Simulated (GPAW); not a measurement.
The Zn K edge of atom 1 in ZnNi3C (Pm-3m), with 12 Ni at 2.66 Å (cuboctahedral, site symmetry m-3m), was computed in 3 ways: excited-electron core hole (neutral cell), half core hole and no core hole. Program and functional: GPAW, LDA, Gaussian full width 1.67 eV up to 4 eV, rising linearly to 3.5 eV at 25 eV; cells of 5 and 20 atoms (the run without a hole in the smaller).

Each run is counted from its own lowest empty level or Fermi level and scaled to a mean of 1 over its first 20 eV.

```csv
E (eV),run 1,run 2,run 3
-2.0,0.00,0.00,0.00
-1.4,0.00,0.01,0.01
-0.8,0.03,0.04,0.03
-0.2,0.08,0.11,0.08
0.4,0.14,0.16,0.13
1.0,0.15,0.23,0.17
1.6,0.19,0.40,0.26
2.2,0.32,0.70,0.43
2.8,0.59,1.25,0.78
3.4,1.00,1.89,1.35
4.0,1.45,1.99,1.81
4.6,1.67,1.49,1.74
5.2,1.56,0.98,1.36
5.8,1.27,0.69,1.00
6.4,0.91,0.51,0.71
7.0,0.59,0.39,0.48
7.6,0.40,0.36,0.36
8.2,0.36,0.39,0.35
8.8,0.37,0.43,0.39
9.4,0.41,0.48,0.44
10.0,0.48,0.55,0.50
10.6,0.55,0.63,0.56
11.2,0.60,0.73,0.63
11.8,0.64,0.86,0.71
12.4,0.70,1.06,0.83
13.0,0.81,1.29,1.01
13.6,1.00,1.50,1.23
14.2,1.26,1.65,1.46
14.8,1.53,1.71,1.65
15.4,1.76,1.73,1.79
16.0,1.88,1.70,1.86
16.6,1.93,1.61,1.86
17.2,1.92,1.46,1.77
17.8,1.84,1.26,1.59
18.4,1.72,1.08,1.40
19.0,1.58,0.96,1.24
19.6,1.44,0.88,1.14
20.2,1.30,0.80,1.05
20.8,1.16,0.72,0.95
21.4,1.02,0.64,0.84
22.0,0.91,0.57,0.73
22.6,0.81,0.53,0.65
23.2,0.74,0.52,0.61
23.8,0.70,0.51,0.59
24.4,0.68,0.50,0.58
25.0,0.66,0.49,0.57
25.6,0.63,0.48,0.55
26.2,0.60,0.46,0.53
26.8,0.57,0.45,0.51
27.4,0.54,0.45,0.49
28.0,0.53,0.46,0.49
28.6,0.52,0.47,0.50
29.2,0.53,0.49,0.51
29.8,0.55,0.50,0.52
30.4,0.57,0.52,0.53
31.0,0.58,0.54,0.54
31.6,0.59,0.59,0.57
```

Q: Which run is which?

Run 1: no core hole (area from −2 to 6 eV 4.9, main maxima 4.6 eV (1.67) and 16.8 eV (1.94)). Run 2: excited-electron core hole (neutral cell) (area from −2 to 6 eV 5.9, main maxima 3.8 eV (2.04) and 15.4 eV (1.73)). Run 3: half core hole (area from −2 to 6 eV 5.4, main maxima 4.2 eV (1.84) and 16.4 eV (1.87)). With each curve scaled to its own mean, the area from −2 to 6 eV with the hole is 5.9 against 4.9, and the centre of weight from −1 to 20 eV moves by -1.0 eV: the hole pulls the absorber's empty states down.

[Banner, clock and machine lines of the logs are left out without a mark of their own.]

[Logs are printed without paths, hosts, clocks, repeated set-up lines and the standing remarks that a program may print on its own settings, such as how far it seeks lower states.]

[Hosts, paths, dates, database ids (printed as entryN), source tags and the programs' standing remarks are cut or masked in the printed files.]

[Lists of maxima count a maximum above −3 eV only where it reaches 4 % of the highest in the window and stands out from its surroundings by 2 % of it (1.5 % where it reaches 55 %); shoulders and weaker maxima are passed over, and of the rest the first, up to two pre-edge ones and the few strongest are named.]
